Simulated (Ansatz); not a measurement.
**Localised basis functions on Ge(100) slab, H on the bottom face, dimerised (48 atoms)**

Wanted: errors and times of a linear-scaling basis for Ge(100) slab, H on the bottom face, dimerised (48 atoms). A setting counts as converged where the r.m.s. difference of forces stays under 1 % of the r.m.s. force.

Main program and level: Ansatz 0.2.0; Kohn-Sham DFT, PBE, PAW (set soft_2), plane waves.

Report form: the programs' logs are mostly left out.

## Step 1: The structure

The cell holds 48 atoms: 32 Ge and 16 H. Its edges and angles: a = 16.003 Å, b = 8.002 Å, c = 15.127 Å, α = 90.0°, β = 90.0°, γ = 90.0°. It derives from Ge (diamond-structure). Diamond-structure Ge (a = 5.658 Å), (100) slab of 4 atomic planes, 4 x 2 surface cells, H on the broken bonds of the bottom face, 10 Å of vacuum; top atoms paired into dimers, p(2x2) buckling; displaced by a Gaussian of 0.02 Å. Regions: slab, 32 atoms (32 Ge); hydrogen, 16 atoms (16 H). Vacuum lies along c.

Before any run, some limits are plain. Beside vacuum, support functions can miss their usual error bounds without a warning. The main run has no spin polarisation, so any moments at edges, vacancies or dangling bonds can't form in it.

## Step 2: Plane-wave single point

This run is the reference for what follows, at a cutoff of 420 eV.

The input, input.yaml:

```yaml
crystal:
  lattice:
    - [16.00324, 0.0, 0.0]
    - [0.0, 8.00162, 0.0]
    - [0.0, 0.0, 15.12685]
  atoms:
    - { symbol: Ge, position: [0.12606, 0.25051, 0.38776] }
    - { symbol: Ge, position: [5.0e-05, 0.25016, 0.47999] }
    - { symbol: Ge, position: [0.00045, 0.49968, 0.57517] }
    - { symbol: Ge, position: [0.126, 0.0981, 0.66841] }
    - { symbol: Ge, position: [0.12439, 0.7517, 0.39165] }
    - { symbol: Ge, position: [0.00186, 0.75539, 0.4801] }
    - { symbol: Ge, position: [0.00272, 0.99774, 0.57642] }
    - { symbol: Ge, position: [0.12521, 0.4035, 0.62402] }
[... 36 atom lines left out ...]
    - { symbol: H, position: [0.87563, 0.09536, 0.33216] }
    - { symbol: H, position: [0.87586, 0.40322, 0.33057] }
    - { symbol: H, position: [0.87671, 0.90789, 0.33009] }
    - { symbol: H, position: [0.87604, 0.59584, 0.3313] }
kpoints:
  mp_grid: { grid: [1, 2, 1] }
hamiltonian:
  xc: pbe
scf:
  occupations: { method: fermi_dirac, width: 0.05 }
output:
  forces: true
  populations: true
  dos:
    method: { smearing: { sigma: 0.08 } }
    de: 0.1
    projected:
      site_lists:
        Ge: [Ge]
        H: [H]
        slab: [0, 1, 2, 3, 4, 5, 6, 7, 8, 9, 10, 11, 12, 13, 14, 15, 16, 17, 18, 19, 20, 21, 22, 23, 24, 25, 26, 27, 28, 29, 30, 31]
        hydrogen: [32, 33, 34, 35, 36, 37, 38, 39, 40, 41, 42, 43, 44, 45, 46, 47]
  eigenvalues: true
  write_density: true
  write_potential: true
  volumetric_format: npy
```

On the command line:

```
$ ansatz run input.yaml --threads 4 --pin off --max-ram 8192MiB --backend cpu --events-out ev --progress --plain --runs-dir out
```

The job ended after 20 s (4 threads of Intel Xeon 6975P-C (Granite Rapids), shared host; peak memory 5 GiB).

The program notes that the exchange-correlation potential is rough where the density is thin.

Read from the output:

| Property | Result |
| --- | --- |
| free energy | -137677.3186 eV |
| free energy per atom | -2868.2775 eV/atom |
| SCF cycles | 11 |
| r.m.s. force component | 0.6348 eV/Å |
| longest force | 2.418 eV/Å |
| Fermi energy | 0.3673 eV |
| levels partly filled by over 2 per cent | 6 |
| spilling of the projection | 0.002833 |

The r.m.s. force component of 0.63 eV/Å sets the scale for the differences below.

## Step 3: Support functions low

With localised support functions most steps grow linearly with size, though the diagonalisation grows faster unless the density matrix is cut; this run measures error and cost at this size.

This step: Kohn-Sham DFT, PBE, PAW (set soft_2), localised support functions (low) (Ansatz 0.2.0).

input.yaml, the sections that differ from step 2:

```yaml
scf:
  occupations: { method: fermi_dirac, width: 0.05 }
  eigensolver: { kind: { support_functions: { accuracy: low } } }
  mixing: { beta: 0.4 }
  max_iter: 150
output:
  forces: true
  eigenvalues: true
# crystal, kpoints, hamiltonian: as in step 2
```

Run time: 49 s. Hardware: 4 threads; peak memory 2.8 GiB.

The program notes that the band table was not solved further than the SCF left it and it switched symmetry off.

Keys that differ from the reference: support_functions.accuracy = "low", scf.max_iter = 150 and scf.mixing.beta = 0.4.

Forces differ from the reference by 1.1 meV/Å r.m.s., 0.17 % of their size, well within a tolerance of 1 %; the energy by -1.7 meV/atom. It took 49 s and 13 cycles; the reference's time can't be set against it, since the two runs asked for unlike analyses.

## Step 4: Support functions medium, spacing 0.45 Å

The grid spacing sets how fine a wave the support functions can hold.

This step: Kohn-Sham DFT, PBE, PAW (set soft_2), localised support functions (medium) (Ansatz 0.2.0).

input.yaml, the sections that differ from step 3:

```yaml
scf:
  occupations: { method: fermi_dirac, width: 0.05 }
  eigensolver: { kind: { support_functions: { accuracy: medium, spacing: 0.45 } } }
  mixing: { beta: 0.4 }
  max_iter: 150
# crystal, kpoints, hamiltonian, output: as in step 3
```

It took 23 s on 4 threads; peak memory 1.6 GiB; 83 s of CPU time.

The program notes that the forces don't sum to zero within tolerance and the grid leaves an egg-box force.

Forces differ from the reference by 2660 meV/Å r.m.s., 419 % of their size, far over a tolerance of 1 %; the energy by +15048 meV/atom. The setting is coarser than the default on purpose.

## Step 5: Support functions medium, spacing 0.375 Å

input.yaml, the sections that differ from step 4:

```yaml
scf:
  occupations: { method: fermi_dirac, width: 0.05 }
  eigensolver: { kind: { support_functions: { accuracy: medium, spacing: 0.375 } } }
  mixing: { beta: 0.4 }
  max_iter: 150
# crystal, kpoints, hamiltonian, output: as in step 4
```

It took 27 s on 4 threads; peak memory 1.8 GiB; 100 s of CPU time.

Forces differ from the reference by 8.6 meV/Å r.m.s., 1.4 % of their size, over a tolerance of 1 %; the energy by +16 meV/atom. The setting is coarser than the default on purpose.

## Step 6: Cost against change

Differences are against the plane-wave reference (Kohn-Sham DFT, PBE, PAW (set soft_2), plane waves), whose r.m.s. force component is 0.635 eV/Å. Energies are set beside the reference only for runs with its functional, potentials and electron count. Times are for 4 threads of Intel Xeon 6975P-C (Granite Rapids), shared host. The reference's time includes the DOS and grids, which some other runs skip.

```csv
run,"Δ force, r.m.s. (meV/Å)",share of r.m.s. force (%),Δ energy (meV/atom),cycles,time,host memory (GiB)
reference,-,-,-,11,20 s,5.0
support functions low,1.06,0.168,-1.71,13,49 s,2.8
"support functions medium, spacing 0.45 Å",2660,419,15048,14,23 s,1.6
"support functions medium, spacing 0.375 Å",8.6,1.35,16.2,14,27 s,1.8
```

## Step 7: The reference in detail

The comparisons rest on this run, so its electronic structure is set out here.

Neighbours are counted within 2.88 Å (Ge-Ge), 1.89 Å (Ge-H).

Length of the force by element and coordination:

```csv
element,coordination,atoms,mean length of the force (eV/Å),spread,least,most
Ge,all,32,1.10,0.599,0.231,2.42
Ge,3,8,1.04,0.468,0.494,1.60
Ge,4,24,1.12,0.636,0.231,2.42
H,all,16,0.571,0.415,0.127,1.93
```

Löwdin charges by element and coordination (they lack the spilled electrons, 0.027 e an atom on average):

```csv
element,coordination,atoms,mean charge (e),spread,least,most
Ge,all,32,0.0592,0.0787,-0.0612,0.207
Ge,3,8,0.039,0.0932,-0.0612,0.137
Ge,4,24,0.066,0.072,-0.0014,0.207
H,all,16,-0.0363,0.0056,-0.0462,-0.0291
```

By region:

```csv
region,atoms,mean length of the force (eV/Å)
slab,32,1.10
hydrogen,16,0.571
```

States in the cell by windows of 1 eV, zero at the Fermi level; the larger projections on atomic orbitals stand beside the total:

```csv
from (eV),to (eV),total,slab,Ge p,Ge s,H s,hydrogen
-18,-13,0.0,0.0,0.0,0.0,0.0,0.0
-13,-12,1.0,1.0,0.1,0.9,0.0,0.0
-12,-11,6.0,5.7,1.3,4.5,0.2,0.2
-11,-10,10.9,9.8,2.4,7.5,1.0,1.0
-10,-9,12.3,10.4,2.6,7.8,1.8,1.8
-9,-8,6.9,6.4,1.9,4.4,0.5,0.5
-8,-7,11.4,10.1,3.7,6.4,1.2,1.2
-7,-6,7.9,6.5,3.4,3.1,1.2,1.2
-6,-5,8.7,6.6,3.7,2.8,2.0,2.0
-5,-4,10.9,7.4,5.1,2.2,3.4,3.4
-4,-3,13.4,12.2,11.3,0.9,1.1,1.1
-3,-2,21.3,18.9,18.0,0.8,2.3,2.3
-2,-1,20.6,18.8,18.3,0.5,1.6,1.6
-1,0,13.0,12.5,11.3,1.3,0.3,0.3
0,1,5.4,5.1,4.2,0.9,0.1,0.1
1,2,12.6,11.7,8.3,3.3,0.3,0.3
2,3,15.7,13.4,10.4,3.1,0.9,0.9
3,4,21.5,16.1,13.2,2.8,1.7,1.7
```

The curve was stored every 0.10 eV, coarse against its broadening of 0.08 eV, so these counts are rough.

Between -25 and -18 eV lie 320 more states.

The levels nearest the highest filled one (over half full), pooled over k-points and spins:

```csv
level less the highest filled one (eV),occupation
-0.450,2
-0.217,1.98
-0.116,1.87
-0.102,1.84
-0.0178,1.35
0,1.19
0.0233,0.958
0.0384,0.809
0.644,0
0.908,0
0.959,0
1.05,0
```

Planar average of the electrostatic potential energy along the normal, with the Fermi level as zero, after a running mean with a triangular window 4 Å wide at its base:

```csv
height (Å),potential energy (eV)
0.0,4.56
0.4,4.54
0.8,4.53
1.3,4.52
1.7,4.51
2.1,4.49
2.5,4.44
2.9,4.30
3.4,3.94
3.9,3.03
4.3,1.98
4.8,0.70
5.2,-0.61
5.6,-1.78
6.0,-2.66
6.4,-3.21
6.9,-3.55
7.3,-3.81
7.7,-4.01
8.1,-4.19
8.5,-4.30
9.0,-4.11
9.4,-3.46
9.8,-2.40
10.2,-1.02
10.6,0.51
11.1,1.93
11.6,3.34
12.0,4.00
12.5,4.36
12.9,4.52
13.3,4.57
13.7,4.58
14.1,4.58
14.6,4.57
15.0,4.56
```

Electrostatic potential energy in the ca plane at fractional y = 0.090, with atoms of Ge and H within 0.2 Å of it. With pseudopotentials it is smooth inside the atoms' cores, unlike the true potential.

Values in eV, 13 rows by 16 columns, each cell a mean:
```
  5   5   5   5   5   4   3   2  -2 -10  -4   3   5   5   5   5
  5   5   5   5   3 -11   1   3   1 -22 -25  -1   4   5   5   5
  5   5   5   5   4   4   3   2  -2 -11  -5   3   5   5   5   5
  5   5   5   5   5   4   3   1  -4 -12  -1   3   5   5   5   5
  5   5   5   5   3  -9   1   3   4  -3 -24 -16   4   5   5   5
  5   5   5   5   4   1   3   3   2  -2 -12  -6   4   5   5   5
  5   5   5   5   5   4   3   1  -5 -15   0   4   5   5   5   5
  5   5   5   5   4  -3   2   3   1 -15 -17   1   5   5   5   5
  5   5   5   5   3  -5   2   3   1 -15 -17   1   5   5   5   5
  5   5   5   5   5   4   3   1  -5 -15   0   4   5   5   5   5
  5   5   5   5   4   2   3   3   1  -3 -11  -5   4   5   5   5
  5   5   5   5   3  -9   1   3   4  -3 -24 -16   4   5   5   5
  5   5   5   5   5   4   3   2  -4 -12  -2   2   5   5   5   5
```
Columns run along c (15.1 Å; values clipped at the 3rd and 97th percentile), rows up along a (16.0 Å). Atoms in or near the plane, at fractional coordinates: Ge at (0.67, 0.13), Ge at (0.62, 0.38), Ge at (0.67, 0.63), Ge at (0.62, 0.88), H at (0.33, 0.13), H at (0.33, 0.38), H at (0.33, 0.63), H at (0.33, 0.88).

Valence density in the ca plane at fractional y = 0.090, with atoms of Ge and H within 0.2 Å of it. It is the smooth field of the valence electrons, not physical close to the nuclei.

Values in units of 1e0 e/Å³, 13 rows by 16 columns, each cell a mean:
```
0.0 0.0 0.0 0.0 0.0 0.1 0.1 0.1 0.3 0.5 0.3 0.0 0.0 0.0 0.0 0.0
0.0 0.0 0.0 0.0 0.1 0.7 0.2 0.1 0.1 5.2 8.3 0.1 0.0 0.0 0.0 0.0
0.0 0.0 0.0 0.0 0.0 0.1 0.1 0.1 0.3 0.6 0.4 0.1 0.0 0.0 0.0 0.0
0.0 0.0 0.0 0.0 0.0 0.0 0.1 0.1 0.4 0.6 0.2 0.1 0.0 0.0 0.0 0.0
0.0 0.0 0.0 0.0 0.1 0.6 0.2 0.1 0.1 0.2 9.4 2.7 0.1 0.0 0.0 0.0
0.0 0.0 0.0 0.0 0.0 0.2 0.1 0.1 0.1 0.3 1.3 0.5 0.0 0.0 0.0 0.0
0.0 0.0 0.0 0.0 0.0 0.0 0.0 0.2 0.4 0.6 0.2 0.0 0.0 0.0 0.0 0.0
0.0 0.0 0.0 0.0 0.1 0.4 0.1 0.1 0.2 2.9 4.4 0.1 0.0 0.0 0.0 0.0
0.0 0.0 0.0 0.0 0.1 0.4 0.1 0.1 0.1 2.9 4.4 0.1 0.0 0.0 0.0 0.0
0.0 0.0 0.0 0.0 0.0 0.0 0.0 0.1 0.4 0.6 0.2 0.0 0.0 0.0 0.0 0.0
0.0 0.0 0.0 0.0 0.0 0.2 0.1 0.1 0.2 0.3 1.1 0.5 0.0 0.0 0.0 0.0
0.0 0.0 0.0 0.0 0.1 0.6 0.2 0.1 0.1 0.2 9.6 2.8 0.1 0.0 0.0 0.0
0.0 0.0 0.0 0.0 0.0 0.0 0.1 0.1 0.3 0.6 0.3 0.1 0.0 0.0 0.0 0.0
```
Columns run along c (15.1 Å), rows up along a (16.0 Å). Atoms in or near the plane, at fractional coordinates: Ge at (0.67, 0.13), Ge at (0.62, 0.38), Ge at (0.67, 0.63), Ge at (0.62, 0.88), H at (0.33, 0.13), H at (0.33, 0.38), H at (0.33, 0.63), H at (0.33, 0.88).

Mean Löwdin charges: Ge +0.06, H -0.04 e. Charges this small depend on the projection, at times even in sign. Within 0.4 eV of the Fermi level the largest share is Ge p (83 % of the projected weight). The potential slopes across the vacuum by 0.026 eV/Å: the slab bears a dipole, and with periodic images along the normal there is no flat vacuum level to read.

## Step 8: Distances and neighbours

Bonds and neighbours are counted at the geometry of the runs.

Normalised to the volume that the atoms fill. g(r), total and by pair (bins of 0.2 Å):

```csv
r (Å),total,Ge-Ge,Ge-H,H-H
1.40,0.74,0.00,1.00,2.62
1.60,2.56,0.00,3.90,7.35
1.80,0.00,0.00,0.00,0.00
2.00,0.00,0.00,0.00,0.00
2.20,0.50,1.12,0.00,0.00
2.40,1.74,3.33,0.00,2.35
2.60,0.93,1.75,0.00,1.34
2.80,0.23,0.00,0.52,0.00
3.00,0.37,0.00,0.83,0.00
3.20,0.96,0.56,1.60,0.00
3.40,0.23,0.00,0.52,0.00
3.60,0.19,0.42,0.00,0.00
3.80,0.24,0.54,0.00,0.00
4.00,2.91,4.56,0.56,5.70
4.20,1.31,0.08,2.40,1.88
4.40,0.73,0.47,1.02,0.61
4.60,0.82,1.51,0.10,0.92
4.80,0.59,0.93,0.12,1.15
5.00,0.46,0.08,0.96,0.00
5.20,0.31,0.24,0.47,0.00
5.40,0.58,0.29,0.95,0.28
5.60,0.92,1.19,0.07,3.31
5.80,0.04,0.07,0.02,0.00
6.00,0.63,0.55,0.86,0.00
6.20,0.53,0.97,0.23,0.00
6.40,0.56,0.29,0.89,0.34
6.60,0.58,0.07,1.18,0.20
6.80,0.52,0.60,0.32,0.98
```

Bonds by pair of elements; cutoffs follow the first minimum of g(r), held within bounds set by covalent radii, and pairs that aren't listed don't count as bonded:

```csv
pair A-B,cutoff (Å),bonds,mean length (Å),spread (Å),shortest (Å),B about A,A about B
Ge-Ge,2.88,52,2.45,0.094,2.22,3.25,3.25
Ge-H,1.89,16,1.53,0.038,1.43,0.5,1
```

How many atoms have how many bonded neighbours:

```csv
element,mean,1,3,4
Ge,3.75,0,8,24
H,1,16,0,0
```

First main peaks of g(r), for some of the pairs, lie near 2.48 Å (Ge-Ge), 1.52 Å (Ge-H) and 1.51 Å (H-H). By these cutoffs 75 % of Ge atoms have 4 and all H atoms have 1 bonded neighbour.

The surroundings of Ge19, which bears the longest force among the free atoms, nearest first, numbered as they follow in the input and with coordinates relative to it.

```csv
atom,x,y,z,distance (Å),bonds,Löwdin charge (e),Fx,Fy,Fz (eV/Å)
Ge19,0.00,0.00,0.00,0.00,4,0.00,-2.27,0.77,-0.29
Ge24,1.94,-0.80,0.71,2.22,3,0.13,0.87,-1.06,0.82
Ge18,-0.02,-2.00,-1.43,2.45,4,0.05,-0.36,-0.25,-0.61
Ge22,-0.03,1.99,-1.45,2.46,4,0.02,0.20,-0.11,-0.03
Ge16,-2.00,-0.78,1.41,2.57,3,-0.05,-0.03,0.31,0.39
Ge12,-2.00,-3.24,0.70,3.88,3,0.13,-0.51,1.22,0.75
Ge23,-0.03,3.95,-0.01,3.95,4,0.00,1.95,-0.22,-0.11
Ge17,1.96,-2.01,-2.81,3.97,4,0.14,0.18,-0.15,0.11
Ge27,3.98,-0.04,0.00,3.98,4,0.00,1.41,0.86,0.03
Ge21,2.00,2.00,-2.85,4.02,4,0.18,-0.23,-0.60,0.25
Ge20,1.99,-3.21,1.39,4.03,3,-0.05,-0.16,-0.59,0.35
Ge9,-2.06,-2.00,-2.83,4.03,4,0.14,0.47,-0.15,-0.23
Ge11,-4.03,0.00,0.03,4.03,4,0.00,1.66,0.34,-0.02
Ge13,-2.01,2.02,-2.87,4.04,4,0.21,-0.39,-1.43,1.81
Ge23,-0.03,-4.05,-0.01,4.05,4,0.00,1.95,-0.22,-0.11
```

The column of bonds counts only the pairs Ge-Ge within 2.88 Å, Ge-H within 1.89 Å; other neighbours, such as metal atoms beside each other in a compound, aren't counted, and periodic images can show an atom twice.

## Step 9: Outcome

```
free energy per atom        : -2868.2775 eV/atom
r.m.s. force component      : 0.6348 eV/Å
wall time of the 4 DFT runs : 2 min
```

**Reading.** Against plane waves at 420 eV, the forces differ by 1.1 meV/Å (0.17 %) with support functions low. At 48 atoms the run with support functions low takes roughly 2.5 times the time of plane waves (whose run also made extra analyses, so the like-for-like ratio is larger), in 13 SCF cycles against 11. Differences between support functions and plane waves include what basis error the plane-wave run still has.

6 levels are partly filled by over 2 % (on the run's k-points), and the list of levels jumps by 0.61 eV between +0.04 and +0.64 eV: the Fermi level sits among few, sparse states, as at a band edge or among defect levels. Counting bonds as in the table, 75 % of Ge atoms have 4 and all H atoms have 1 bonded neighbour.

What to keep in mind: The geometry was built by rule, was displaced at random and isn't relaxed at this level: its force components are 0.63 eV/Å r.m.s. The slab bears a dipole and has periodic images along its normal, so a spurious field crosses the vacuum.

[Logs are printed without paths, hosts, clocks, repeated set-up lines and the standing remarks that a program may print on its own settings, such as how far it seeks lower states.]

[Hosts, paths, dates, database ids (printed as entryN), source tags and the programs' standing remarks are cut or masked in the printed files.]
